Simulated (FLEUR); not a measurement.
# Collinear magnetic orders of DyClO with FLEUR, part 2 of 2

Does DyClO prefer parallel or opposed moments?

FLEUR MaX-R8.1; LDA (VWN) with U = 4.02 eV, J = 0.7 eV on Dy f; all-electron FLAPW, Dirac cores, scalar-relativistic bands.

So far. Step 2 (Start 1: ferro ++): After 24 cycles the largest moment stands at 4.96 μB.

### 3. Start 2: antiferro +-

An opposed order shows whether neighbours prefer unlike signs.

inp.xml

```
<?xml version="1.0" encoding="UTF-8" standalone="no"?>
<fleurInput fleurInputVersion="0.39">
   <comment>
      DyClO
   </comment>
   <calculationSetup>
      <cutoffs Kmax="4.0" Gmax="12.0" GmaxXC="12.0" numbands="0"/>
      <scfLoop itmax="130" minDistance="0.0001" maxIterBroyd="15" imix="Anderson" alpha="0.05" precondParam="0.0" spinf="2.0" sdNocoIR="T"/>
      <coreElectrons ctail="T" frcor="F" kcrel="0" coretail_lmax="0"/>
      <xcFunctional name="vwn" relativisticCorrections="F"/>
      <magnetism jspins="2"/>
      <soc l_soc="F" theta="0.0" phi="0.0" spav="F"/>
      <expertModes spex="0" secvar="F"/>
      <geometryOptimization l_f="F" forcealpha="1.0" forcemix="BFGS" epsdisp="0.00001" epsforce="0.00001"/>
      <ldaU l_linMix="F" mixParam="0.05" spinf="1.0"/>
   </calculationSetup>
   <cell>
      <bzIntegration valenceElectrons="66.0" mode="hist" fermiSmearingEnergy="0.00110248">
         <kPointListSelection listName="default-1"/>
         <xi:include xmlns:xi="http://www.w3.org/2001/XInclude" href="kpts.xml"> </xi:include>
      </bzIntegration>
      <xi:include xmlns:xi="http://www.w3.org/2001/XInclude" href="sym.xml"> </xi:include>
      <bulkLattice scale="1.0">
         <bravaisMatrix>
            <row-1>    7.3891863054235492     0.0000000000000000     0.0000000000000000</row-1>
            <row-2>    0.0000000000000000     7.3891863054235492     0.0000000000000000</row-2>
            <row-3>    0.0000000000000000     0.0000000000000000    12.7058457193100427</row-3>
         </bravaisMatrix>
      </bulkLattice>
   </cell>
   <atomSpecies>
      <species name="Dysprosium5.001" element="Dy" atomicNumber="66">
         <mtSphere radius="2.65" gridPoints="877" logIncrement="0.015"/>
         <atomicCutoffs lmax="10" lnonsphr="8"/>
         <electronConfig flipSpins="F">
            <coreConfig>(1s1/2) (2s1/2) (2p1/2) (2p3/2) (3s1/2) (3p1/2) (3p3/2) (4s1/2) (3d3/2) (3d5/2) (4p1/2) (4p3/2) (4d3/2) (4d5/2)</coreConfig>
            <valenceConfig>(5s1/2) (5p1/2) (5p3/2) (6s1/2) (4f5/2) (4f7/2)</valenceConfig>
            <stateOccupation state="(4f5/2)" spinUp="3.0" spinDown="1.2857142857143"/>
            <stateOccupation state="(4f7/2)" spinUp="4.0" spinDown="1.7142857142857"/>
         </electronConfig>
         <energyParameters s="6" p="6" d="5" f="4"/>
         <ldaU l="3" U="4.02" J="0.7" l_amf="F"/>
         <lo type="SCLO" l="0" n="5" eDeriv="0"/>
         <lo type="SCLO" l="1" n="5" eDeriv="0"/>
      </species>
      <species name="Dysprosium-5.001" element="Dy" atomicNumber="66">
         <mtSphere radius="2.65" gridPoints="877" logIncrement="0.015"/>
         <atomicCutoffs lmax="10" lnonsphr="8"/>
         <electronConfig flipSpins="F">
            <coreConfig>(1s1/2) (2s1/2) (2p1/2) (2p3/2) (3s1/2) (3p1/2) (3p3/2) (4s1/2) (3d3/2) (3d5/2) (4p1/2) (4p3/2) (4d3/2) (4d5/2)</coreConfig>
            <valenceConfig>(5s1/2) (5p1/2) (5p3/2) (6s1/2) (4f5/2) (4f7/2)</valenceConfig>
            <stateOccupation state="(4f5/2)" spinUp="1.2857142857143" spinDown="3.0"/>
            <stateOccupation state="(4f7/2)" spinUp="1.7142857142857" spinDown="4.0"/>
         </electronConfig>
         <energyParameters s="6" p="6" d="5" f="4"/>
         <ldaU l="3" U="4.02" J="0.7" l_amf="F"/>
         <lo type="SCLO" l="0" n="5" eDeriv="0"/>
         <lo type="SCLO" l="1" n="5" eDeriv="0"/>
      </species>
      <species name="Chlorine (Cl)" element="Cl" atomicNumber="17">
         <mtSphere radius="2.8" gridPoints="925" logIncrement="0.013"/>
         <atomicCutoffs lmax="10" lnonsphr="8"/>
         <electronConfig flipSpins="F">
            <coreConfig>(1s1/2) (2s1/2) (2p1/2) (2p3/2)</coreConfig>
            <valenceConfig>(3s1/2) (3p1/2) (3p3/2)</valenceConfig>
            <stateOccupation state="(3p1/2)" spinUp="0.833333" spinDown="0.833333"/>
            <stateOccupation state="(3p3/2)" spinUp="1.666667" spinDown="1.666667"/>
         </electronConfig>
         <energyParameters s="3" p="3" d="3" f="4"/>
      </species>
      <species name="Oxygen (O)" element="O" atomicNumber="8">
         <mtSphere radius="1.5" gridPoints="497" logIncrement="0.021"/>
         <atomicCutoffs lmax="6" lnonsphr="4"/>
         <electronConfig flipSpins="F">
            <coreConfig>(1s1/2)</coreConfig>
            <valenceConfig>(2s1/2) (2p1/2) (2p3/2)</valenceConfig>
            <stateOccupation state="(2p1/2)" spinUp="0.666667" spinDown="0.666667"/>
            <stateOccupation state="(2p3/2)" spinUp="1.333333" spinDown="1.333333"/>
         </electronConfig>
         <energyParameters s="2" p="2" d="3" f="4"/>
      </species>
   </atomSpecies>
   <atomGroups>
      <atomGroup species="Dysprosium5.001">
         <relPos label="                   1">.0000000000 1.000/2.000 .1668660000</relPos>
         <force calculate="T" relaxXYZ="TTT"/>
      </atomGroup>
      <atomGroup species="Dysprosium-5.001">
         <relPos label="                   2">1.000/2.000 .0000000000 -.1668660000</relPos>
         <force calculate="T" relaxXYZ="TTT"/>
      </atomGroup>
      <atomGroup species="Chlorine (Cl)">
         <relPos label="                   3">.0000000000 1.000/2.000 -.3722340000</relPos>
         <force calculate="T" relaxXYZ="TTT"/>
      </atomGroup>
      <atomGroup species="Chlorine (Cl)">
         <relPos label="                   4">1.000/2.000 .0000000000 .3722340000</relPos>
         <force calculate="T" relaxXYZ="TTT"/>
      </atomGroup>
      <atomGroup species="Oxygen (O)">
         <relPos label="                   5">.0000000000 .0000000000 .0000000000</relPos>
         <relPos label="                   6">1.000/2.000 1.000/2.000 .0000000000</relPos>
         <force calculate="T" relaxXYZ="TTT"/>
      </atomGroup>
   </atomGroups>
   <output dos="F" band="F" slice="F">
      <bandDOS minEnergy="-.5*Htr" maxEnergy="0.5*Htr" sigma="0.015" storeEVData="T"/>
      <plotting iplot="0" polar="F">
         <plot TwoD="T" vec1="  1.0  0.0  0.0" vec2="  0.0  1.0  0.0" vec3="  0.0  0.0  1.0" zero="  0.0  0.0  0.0" file="plot"/>
      </plotting>
      <moessbauerParams electricFieldGradient="F" isomerShift="F" coreHyperfine="F" valenceHyperfine="F"/>
   </output>
</fleurInput>
```

crystal.txt

```
DyClO
&input film=F cartesian=F /
3.91018900000  0.00000000000  0.00000000000
0.00000000000  3.91018900000  0.00000000000
0.00000000000  0.00000000000  6.72364400000
1.8897261246
1.0 1.0 1.0

6
66 0.00000000000  0.50000000000  0.16686600000 : 5.001
66 0.50000000000  0.00000000000  0.83313400000 : -5.001
17 0.00000000000  0.50000000000  0.62776600000
17 0.50000000000  0.00000000000  0.37223400000
8 0.00000000000  0.00000000000  0.00000000000
8 0.50000000000  0.50000000000  0.00000000000

&kpt div1=6 div2=6 div3=6 gamma=T /
```

The run is started by

```
OMP_NUM_THREADS=1 inpgen -f crystal.txt > inpgen.log  # inp.xml is then edited as shown
OMP_NUM_THREADS=1 mpirun -n 4 fleur_MPI > fleur.log
```

Output:

```text
[banner, memory and clock lines left out]
Welcome to FLEUR        (www.flapw.de)
      MaX-Release 8.1          (www.max-centre.eu)

 ========== k-point set info ==========
 Selected k-point list: default-1
 k-point list type: mesh
 6 x 6 x 6
 Number of k points: 40

 ------------Calculation Setup---------------------------
 Number of PE/node        :            4
 Number of OMP-threads    :            1
 k-points in parallel     :            4
 pe's per k-point         :            1
 No of k-point loops      :           10
 Eigenvalue solver        :       lapack
 Number of basis functions:          804
 Approximate size of matrices (H+S) per k-point:         0.019 GB
 Iteration:     1   Distance:      45.94691288 me/bohr^3
 Iteration:     2   Distance:      39.96175431 me/bohr^3
 Iteration:     3   Distance:      35.91060843 me/bohr^3
 Iteration:     4   Distance:      26.04164372 me/bohr^3
 Iteration:     5   Distance:      24.27419695 me/bohr^3
 Iteration:     6   Distance:       4.04678606 me/bohr^3
 Iteration:     7   Distance:       3.44357942 me/bohr^3
 Iteration:     8   Distance:       1.19758555 me/bohr^3
 Iteration:     9   Distance:       1.11771044 me/bohr^3
 Iteration:    10   Distance:       0.56346100 me/bohr^3
 Iteration:    11   Distance:       0.31946080 me/bohr^3
 Iteration:    12   Distance:       0.30017687 me/bohr^3
 Iteration:    13   Distance:       0.10278967 me/bohr^3
 Iteration:    14   Distance:       0.06874128 me/bohr^3
 Iteration:    15   Distance:       0.02019242 me/bohr^3
 Iteration:    16   Distance:       0.01824010 me/bohr^3
 Iteration:    17   Distance:       0.01214515 me/bohr^3
 Iteration:    18   Distance:       0.00173849 me/bohr^3
 Iteration:    19   Distance:       0.00143708 me/bohr^3
 Iteration:    20   Distance:       0.00106187 me/bohr^3
 Iteration:    21   Distance:       0.00026463 me/bohr^3
 Iteration:    22   Distance:       0.00005771 me/bohr^3

 ********************************************************************
 Run finished successfully
 Stop message:
   all done
 ********************************************************************

--- out.xml (last complete iteration) ---
<iteration numberForCurrentRun="   22" overallNumber="   22">
         [... left out ...]
         <bandgap value="1.2268113342" units="eV"/>
         <sumValenceSingleParticleEnergies value="-8.0631238480" units="Htr"/>
         <FermiEnergy value="0.2574253474" units="Htr"/>
         <valenceDensity>
            <mtCharges spin="1">
               <mtCharge atomType="1" total="11.4326514" s="1.0652174" p="2.9823082" d="0.3629273" f="7.0032457"/>
               <mtCharge atomType="2" total="6.4743542" s="1.0604343" p="2.9670669" d="0.3322936" f="2.0955389"/>
               <mtCharge atomType="3" total="3.4607224" s="0.9594506" p="2.4666740" d="0.0266377" f="0.0056705"/>
               <mtCharge atomType="4" total="3.4593407" s="0.9594455" p="2.4656472" d="0.0263195" f="0.0056120"/>
               <mtCharge atomType="5" total="2.4277485" s="0.7422355" p="1.6820804" d="0.0028998" f="0.0004451"/>
            </mtCharges>
            <mtCharges spin="2">
               <mtCharge atomType="1" total="6.4743542" s="1.0604343" p="2.9670669" d="0.3322936" f="2.0955389"/>
               <mtCharge atomType="2" total="11.4326514" s="1.0652174" p="2.9823082" d="0.3629273" f="7.0032457"/>
               <mtCharge atomType="3" total="3.4593407" s="0.9594455" p="2.4656472" d="0.0263195" f="0.0056120"/>
               <mtCharge atomType="4" total="3.4607224" s="0.9594506" p="2.4666740" d="0.0266377" f="0.0056705"/>
               <mtCharge atomType="5" total="2.4277485" s="0.7422355" p="1.6820804" d="0.0028998" f="0.0004451"/>
            </mtCharges>
            <spinDependentCharge spin="1" total="33.0000000" interstitial="3.3174342" mtSpheres="29.6825658"/>
            <spinDependentCharge spin="2" total="33.0000000" interstitial="3.3174342" mtSpheres="29.6825658"/>
            <totalCharge value="66.0000000000"/>
         </valenceDensity>
         [... left out ...]
         <magneticMomentsInMTSpheres units="muBohr">
            <globalMagMoment atomType="1" vec="0.00000   0.00000   4.95830"/>
            <localMagMoment atomType="1" vec="0.00000   0.00000   4.95830"/>
            <globalMagMoment atomType="2" vec="0.00000   0.00000  -4.95830"/>
            <localMagMoment atomType="2" vec="0.00000   0.00000  -4.95830"/>
            <globalMagMoment atomType="3" vec="0.00000   0.00000   0.00138"/>
            <localMagMoment atomType="3" vec="0.00000   0.00000   0.00138"/>
            <globalMagMoment atomType="4" vec="0.00000   0.00000  -0.00138"/>
            <localMagMoment atomType="4" vec="0.00000   0.00000  -0.00138"/>
            <globalMagMoment atomType="5" vec="0.00000   0.00000   0.00000"/>
            <localMagMoment atomType="5" vec="0.00000   0.00000   0.00000"/>
         </magneticMomentsInMTSpheres>
         [... left out ...]
         <totalEnergy value="   -25391.4928337533" units="Htr">
            <sumOfEigenvalues value="   -15528.3542813869">
               <coreElectrons value="-15520.2911575389"/>
               <valenceElectrons value="-8.0631238480"/>
            </sumOfEigenvalues>
            <densityCoulombPotentialIntegral value="-42502.0581168345"/>
            <densityEffectivePotentialIntegral value="-43275.5795869823"/>
            <chargeDenXCDenIntegral value="-583.2192413472"/>
            <FockExchangeEnergyValence value="0.0000000000"/>
            <FockExchangeEnergyCore value="0.0000000000"/>
         [... left out ...]
            <dftUCorrection value="-1.0757616338"/>
            <tkbTimesEntropy value="0.0000000000"/>
            <freeEnergy value="-25391.4928337533"/>
            <extrapolationTo0K value="-25391.4928337533"/>
         </totalEnergy>
         [... left out ...]
         <ldaUDensityMatrixConvergence>
            <distance spin="1" distance="0.000001"/>
            <distance spin="2" distance="0.000001"/>
         </ldaUDensityMatrixConvergence>
         <densityConvergence units="me/bohr^3">
            <chargeDensity spin="1" distance="0.0000396474"/>
            <chargeDensity spin="2" distance="0.0000396474"/>
            <overallChargeDensity distance="0.0000577112"/>
            <spinDensity distance="0.0000543791"/>
         </densityConvergence>
      </iteration>
```

Wall time 2.4 min (4 MPI ranks of Intel Xeon 6975P-C (Granite Rapids), shared host); peak memory 0.57 GiB.

Spin moment in the muffin-tin sphere by atom:

```csv
atom,spin moment in the muffin-tin sphere (μB)
Dy1,4.96
Dy2,-4.96
Cl3,0.00
Cl4,0.00
O5,0.00
O6,0.00
```

Read from the output:

```
free energy                                                       : -690937.7189 eV
program's band gap on this mesh (in a metal only a level spacing) : 1.227 eV
magnetization                                                     : 0 μB
final state                                                       : antiferromagnetic
```

It lies 0.838 meV a seeded atom under the first start, and its largest moment is 4.96 μB against 4.96 μB.

### 4. The states side by side

Free energies are divided by the number of seeded atoms.

Orders:

| start | final state | typed order kept | energy over the lowest (meV a seeded atom) | largest sphere moment (μB) | net moment (μB a primitive cell) | mesh matched | CPU time (s) |
| --- | --- | --- | --- | --- | --- | --- | --- |
| ferro ++ | ferromagnetic | yes | 0.8383 | 4.961 | 10 | yes | 297.2 |
| antiferro +- | antiferromagnetic | yes | 0 | 4.958 | 0 | yes | 563.6 |

### 5. Outcome

| Quantity | Value |
| --- | --- |
| lowest state found | antiferromagnetic (typed antiferro +-) |
| largest site spin moment | 4.96 μB |
| next finished state | ferromagnetic, 0.838 meV a seeded atom higher |

What this shows: The lowest state found is antiferromagnetic, reached from the start antiferro +-, with moments up to 4.96 μB. The two lowest states lie so close that the mesh, the functional or spin–orbit coupling could swap them. Only 2 starts were tried; other patterns of signs, canted and longer-period orders were not. Open f shells have many stationary orbital fillings, so the state need not be the lowest, and spin-only moments miss the orbital part.

[Logs and program files are shortened in this print: banners, set-up blocks, solver, clock and traceback lines can be left out without a mark of their own.]

[Logs are printed without paths, hosts, clocks, repeated set-up lines and the standing remarks that a program may print on its own settings, such as how far it seeks lower states.]

[Hosts, paths, dates, database ids (printed as entryN), source tags and the programs' standing remarks are cut or masked in the printed files.]

[Where a cell is said to come from a database of computed structures, the database is the Materials Project.]
